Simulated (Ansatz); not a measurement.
# Mo(100) with 4 thermally displaced layers, 2x2: scattering by thermal displacements, part 2 of 2

Wanted: the phonon-limited resistivity of Mo at 180 K by the Landauer route.

Ansatz 0.2.0; Ansatz plane-wave DFT, PBE, PAW files; ballistic transport by layer matching (Landauer), zero bias; PAW set soft_1.

So far. Step 3 (With 8 displaced layers): Over the solved energies the transmission per spin lies between 5.78 and 5.85, out of 6.59 channels of the lead on average (up to 6.66).

### 4. With 12 displaced layers

Each atom of 12 layers is moved at random, by amounts drawn from a normal law 0.0396 Å wide in each direction from the Debye model (450 K) at 180 K. A fresh draw is used; the growth of the resistance with length is what counts.

System of this step: Mo(100) with 12 thermally displaced layers, 2x2. The cell holds 88 atoms: 88 Mo. Cell: a = 6.294 Å, b = 6.294 Å, c = 34.617 Å, α = 90.0°, β = 90.0°, γ = 90.0°. It derives from Mo. Regions: lead, 40 atoms (40 Mo); scattering region, 48 atoms (48 Mo). The structure is stacked along c, and the current runs across the ab planes.

input.yaml reads:

```yaml
crystal:
  lattice:
    - [6.294, 0.0, 0.0]
    - [0.0, 6.294, 0.0]
    - [0.0, 0.0, 34.617]
  atoms:
    - { symbol: Mo, position: [0.0, 0.0, 0.0227272727] }
    - { symbol: Mo, position: [0.0, 0.5, 0.0227272727] }
    - { symbol: Mo, position: [0.5, 0.0, 0.0227272727] }
    - { symbol: Mo, position: [0.5, 0.5, 0.0227272727] }
    - { symbol: Mo, position: [0.25, 0.25, 0.0681818182] }
    - { symbol: Mo, position: [0.25, 0.75, 0.0681818182] }
    - { symbol: Mo, position: [0.75, 0.25, 0.0681818182] }
    - { symbol: Mo, position: [0.75, 0.75, 0.0681818182] }
    - { symbol: Mo, position: [0.0, 0.0, 0.1136363636] }
    - { symbol: Mo, position: [0.0, 0.5, 0.1136363636] }
    - { symbol: Mo, position: [0.5, 0.0, 0.1136363636] }
    - { symbol: Mo, position: [0.5, 0.5, 0.1136363636] }
    - { symbol: Mo, position: [0.25, 0.25, 0.1590909091] }
    - { symbol: Mo, position: [0.25, 0.75, 0.1590909091] }
    - { symbol: Mo, position: [0.75, 0.25, 0.1590909091] }
    - { symbol: Mo, position: [0.75, 0.75, 0.1590909091] }
    - { symbol: Mo, position: [0.0, 0.0, 0.2045454545] }
    - { symbol: Mo, position: [0.0, 0.5, 0.2045454545] }
    - { symbol: Mo, position: [0.5, 0.0, 0.2045454545] }
    - { symbol: Mo, position: [0.5, 0.5, 0.2045454545] }
    - { symbol: Mo, position: [0.2465547435, 0.2494174301, 0.250287906] }
    - { symbol: Mo, position: [0.2478672401, 0.7378935818, 0.2499172905] }
    - { symbol: Mo, position: [0.7514181809, 0.2568249894, 0.2506612186] }
    - { symbol: Mo, position: [0.7459498445, 0.7454450175, 0.2523006187] }
    - { symbol: Mo, position: [0.0047617909, 0.0115259001, 0.2978911544] }
    - { symbol: Mo, position: [0.9948515095, 0.5024246363, 0.2959788013] }
    - { symbol: Mo, position: [0.5035218381, 0.0034103828, 0.2956857457] }
    - { symbol: Mo, position: [0.5010958571, 0.4905442352, 0.2952652858] }
    - { symbol: Mo, position: [0.2452949642, 0.2507935121, 0.3403741028] }
    - { symbol: Mo, position: [0.2538925704, 0.7551547338, 0.341262311] }
    - { symbol: Mo, position: [0.7519897582, 0.2505849464, 0.3403966998] }
    - { symbol: Mo, position: [0.7489647352, 0.7468807236, 0.3413530437] }
    - { symbol: Mo, position: [8.88207e-05, 0.0036582716, 0.3848433355] }
    - { symbol: Mo, position: [0.0055871075, 0.4952000822, 0.3855234367] }
    - { symbol: Mo, position: [0.4987574213, 0.9964544211, 0.3866967553] }
    - { symbol: Mo, position: [0.4963865775, 0.4932693986, 0.3853958297] }
    - { symbol: Mo, position: [0.2582567762, 0.2502785334, 0.4304822396] }
    - { symbol: Mo, position: [0.250052722, 0.7402078776, 0.4338658867] }
    - { symbol: Mo, position: [0.7404059185, 0.2530129605, 0.4324402235] }
    - { symbol: Mo, position: [0.7408745872, 0.7518897466, 0.4329591922] }
    - { symbol: Mo, position: [0.002942617, 0.0016426679, 0.4783587276] }
    - { symbol: Mo, position: [0.0010126294, 0.5021172436, 0.4771277381] }
    - { symbol: Mo, position: [0.5039761774, 0.9940755358, 0.4781786994] }
    - { symbol: Mo, position: [0.4968199583, 0.4931361317, 0.477690662] }
    - { symbol: Mo, position: [0.2606543694, 0.2560521819, 0.5221372423] }
    - { symbol: Mo, position: [0.254393137, 0.747141501, 0.5225853639] }
    - { symbol: Mo, position: [0.7505634345, 0.2354169243, 0.5229465272] }
    - { symbol: Mo, position: [0.7435203044, 0.7456110233, 0.521040207] }
    - { symbol: Mo, position: [0.9904557615, 0.9940637027, 0.5691265048] }
    - { symbol: Mo, position: [0.0104849888, 0.4998413753, 0.5694310959] }
    - { symbol: Mo, position: [0.4983386762, 0.9879672772, 0.5683533597] }
    - { symbol: Mo, position: [0.5028046225, 0.4973025641, 0.5685276371] }
    - { symbol: Mo, position: [0.2536032994, 0.2445662701, 0.6119465017] }
    - { symbol: Mo, position: [0.2486075691, 0.7486717212, 0.6132328301] }
    - { symbol: Mo, position: [0.7562130938, 0.260859742, 0.6131596168] }
    - { symbol: Mo, position: [0.7543983418, 0.7559216131, 0.6144523902] }
    - { symbol: Mo, position: [0.0065922025, 0.9975503497, 0.6599374298] }
    - { symbol: Mo, position: [0.0127407825, 0.5050577523, 0.6583815981] }
    - { symbol: Mo, position: [0.5038245502, 0.0079446067, 0.6595131203] }
    - { symbol: Mo, position: [0.4964543197, 0.5097111531, 0.6576608678] }
    - { symbol: Mo, position: [0.2531682323, 0.2498982014, 0.703179607] }
    - { symbol: Mo, position: [0.2576744292, 0.75218938, 0.7032103501] }
    - { symbol: Mo, position: [0.7537868899, 0.2472837855, 0.7023681959] }
    - { symbol: Mo, position: [0.7456644758, 0.7516586227, 0.7052728552] }
    - { symbol: Mo, position: [0.0010419586, 0.0002842394, 0.7505377843] }
    - { symbol: Mo, position: [0.9986722526, 0.5074069926, 0.7501700827] }
    - { symbol: Mo, position: [0.5018497525, 0.0034034398, 0.7487903385] }
    - { symbol: Mo, position: [0.4955365838, 0.5096198902, 0.7503836757] }
    - { symbol: Mo, position: [0.25, 0.25, 0.7954545455] }
    - { symbol: Mo, position: [0.25, 0.75, 0.7954545455] }
    - { symbol: Mo, position: [0.75, 0.25, 0.7954545455] }
    - { symbol: Mo, position: [0.75, 0.75, 0.7954545455] }
    - { symbol: Mo, position: [0.0, 0.0, 0.8409090909] }
    - { symbol: Mo, position: [0.0, 0.5, 0.8409090909] }
    - { symbol: Mo, position: [0.5, 0.0, 0.8409090909] }
    - { symbol: Mo, position: [0.5, 0.5, 0.8409090909] }
    - { symbol: Mo, position: [0.25, 0.25, 0.8863636364] }
    - { symbol: Mo, position: [0.25, 0.75, 0.8863636364] }
    - { symbol: Mo, position: [0.75, 0.25, 0.8863636364] }
    - { symbol: Mo, position: [0.75, 0.75, 0.8863636364] }
    - { symbol: Mo, position: [0.0, 0.0, 0.9318181818] }
    - { symbol: Mo, position: [0.0, 0.5, 0.9318181818] }
    - { symbol: Mo, position: [0.5, 0.0, 0.9318181818] }
    - { symbol: Mo, position: [0.5, 0.5, 0.9318181818] }
    - { symbol: Mo, position: [0.25, 0.25, 0.9772727273] }
    - { symbol: Mo, position: [0.25, 0.75, 0.9772727273] }
    - { symbol: Mo, position: [0.75, 0.25, 0.9772727273] }
    - { symbol: Mo, position: [0.75, 0.75, 0.9772727273] }
kpoints:
  mp_grid: { grid: [4, 4, 1] }
hamiltonian:
  xc: pbe
  pseudopotentials: { kind: paw, azcp: { folder: soft_1 } }
scf:
  occupations: { method: fermi_dirac, width: 0.1 }
output:
  transmission: { leads: [[0, 4]], kmesh: [8, 8], e_range: [-0.05, 0.05], de: 0.05 }
  write_potential: true
  write_density: true
  volumetric_format: npy
```

Launch:

```sh
$ ansatz run input.yaml --threads 4 --pin off --max-ram 15360MiB --backend cpu --events-out ev --progress --plain --runs-dir out
```

Numbers of over 12 decimals in the logs are rounded to 6 here.

The log of the run:

```text
[...]
Crystal: 88 atoms, lattice volume = 1371.333 Å³
Basis set: ecut = 420 eV, 26839 PW (Γ)
Bands: 740, of which v1, the nominal top of the filled ones, is band 616 counted from 1 (615 counted from 0)
Symmetry: 1 space group operations
[...]
k-points: 10 of 16 (time reversal used)
[...]
SCF iter   1: F=—  HF=-436186.273135 eV  |F-HF|=—  |Δ(HF+E_count)|=         —  Δρ=1.06e-1  dr2=1.56e2  ethr=3.10e-3  ⟨swp⟩=4.5  Hψ=27268  notcnv=0
[...]
SCF iter   8: F=-436131.942584 eV  HF=-436131.942584 eV  |F-HF|=2.57e-8  |Δ(HF+E_count)|=   1.00e-8  Δρ=9.27e-7  dr2=3.19e-8  ethr=8.12e-12  ⟨swp⟩=6.6  Hψ=16805  notcnv=0
SCF 1 converged in 8 iterations: F = -436131.942584 eV  dr2 = 3.19e-8
[...]
transmission: 234 of 2312 steps passed
transmission: 465 of 2312 steps passed
[...]
transmission: 2312 of 2312 steps passed
SCF converged after 8 iterations
Free energy (F): -436131.942584 eV
[...]
Internal energy: -436129.777734 eV  (E = F + TS)
E sigma→0 (E₀):  -436130.860159 eV
Entropy (-TS):   -2.164849 eV (-24.601 meV/atom)
Fermi energy:    21.132475 eV
[...]
--- Band table (eV; the first three rows and the last of 10) ---
  k-point 0: bands = [... 612 lower, 21.1063, 21.1189, 21.1226, 21.1268, 21.1334, 21.1550, 21.3099, 21.3197, ... 120 higher]
  k-point 1: bands = [... 612 lower, 21.0808, 21.0957, 21.1021, 21.1066, 21.1119, 21.1268, 21.1501, 21.1647, ... 120 higher]
  k-point 2: bands = [... 612 lower, 21.0593, 21.0680, 21.1008, 21.1070, 21.1829, 21.2127, 21.3149, 21.3337, ... 120 higher]
  k-point 9: bands = [... 612 lower, 20.3480, 20.3679, 20.4024, 20.4203, 21.4126, 21.4386, 21.4656, 21.4761, ... 120 higher]
--- Transmission ---
  basis      : 349 plane waves across, 68 finite elements along
  points     : 34, standing for a mesh of 8 x 8
[...]
channels       : 6.593750e0 a spin
[...]
slowest decay  : 0.0447 /Å at (0.5000, 0.3750)
  junction   : crystal 0 to crystal 0, 0.70 to 33.74 Å
    transmission   : 5.620063e0 a spin
[...]
```

Wall time 28 min (4 threads of Arm Neoverse V1, shared host); peak memory 8.1 GiB; 1.8 h of CPU time.

Numbers from this step:

- free energy: -436131.9426 eV
- energy at zero smearing: -436130.8602 eV
- Fermi energy: 21.13 eV
- transmission per spin nearest the Fermi level: 5.620
- step of the lead's potential: 3.6 meV

Per spin. The transmission, zone mean by energy, zero at the Fermi level:

```csv
energy (eV),"transmission, zone mean"
-0.0500,5.59
0.0000,5.62
0.0500,5.76
```

Over the solved energies the transmission per spin lies between 5.59 and 5.76, out of 6.64 channels of the lead on average (up to 6.78).

### 5. Resistance against length

This step: Ansatz plane-wave DFT, PBE, PAW files; ballistic transport by layer matching (Landauer), zero bias; resistivity from the slope of the area resistance; PAW set soft_1 (Ansatz 0.2.0).

This step gave:

```yaml
resistivity: 8.042 µΩ cm
intercept: -0.01173 fΩ m²
scatter_about_the_fit: 0.009227 fΩ m²
```

Resistance, by row:

```csv
run,length (Å),T,channels N,RA (fΩ m²)
n4,6.294,6.464,6.74,0.03236
n8,12.59,5.824,6.594,0.1026
n12,18.88,5.655,6.635,0.1336
```

Table of area resistance by length of the displaced region:

```csv
length of the displaced region (Å),area resistance (fΩ m²)
6.29,0.0324
12.59,0.103
18.88,0.134
```

The area resistance goes from 0.032 to 0.13 fΩ m² between 6.3 and 18.9 Å, a slope of 8.0 µΩ cm.

By hand from the end points: (0.1336 − 0.03236) fΩ m² / (18.88 − 6.29) Å = 8.0 µΩ cm, since 1 fΩ m² per Å is 1000 µΩ cm.

### 6. Outcome

| Property | Result |
| --- | --- |
| resistivity from the slope | 8.04 µΩ cm |
| area resistance over 6.29 Å | 0.0324 fΩ m² |
| area resistance over 12.6 Å | 0.103 fΩ m² |
| area resistance over 18.9 Å | 0.134 fΩ m² |

What this shows: The slope gives 8.0 µΩ cm. The points scatter by 0.0092 fΩ m² about the line, with one random draw a length in a 2x2 cell, so the slope is a rough value. The mean square of the displacements drawn is 0.75, 0.94 and 0.81 of the nominal one at the three lengths; with each resistance scaled back by that, the slope is 9.7 µΩ cm, the value used below. The lead's own channel count moves between the runs (6.74, 6.59 and 6.64), which shifts RA and the slope too. Read with a model of isotropic scattering on a spherical Fermi surface and the lead's 1.3×10¹⁵ S/m², this slope means a mean free path near 66 Å; over these lengths the model's slope is 1.12 times its bulk resistivity, which would be 8.6 µΩ cm. Uncorrelated displacements put too much weight on short waves, which scatter strongly; with the sideways repeat of a small cell, one draw and three short lengths, the method is good to a factor of two or three.

[Logs are printed without paths, hosts, clocks, repeated set-up lines and the standing remarks that a program may print on its own settings, such as how far it seeks lower states.]

[Hosts, paths, dates, database ids (printed as entryN), source tags and the programs' standing remarks are cut or masked in the printed files.]
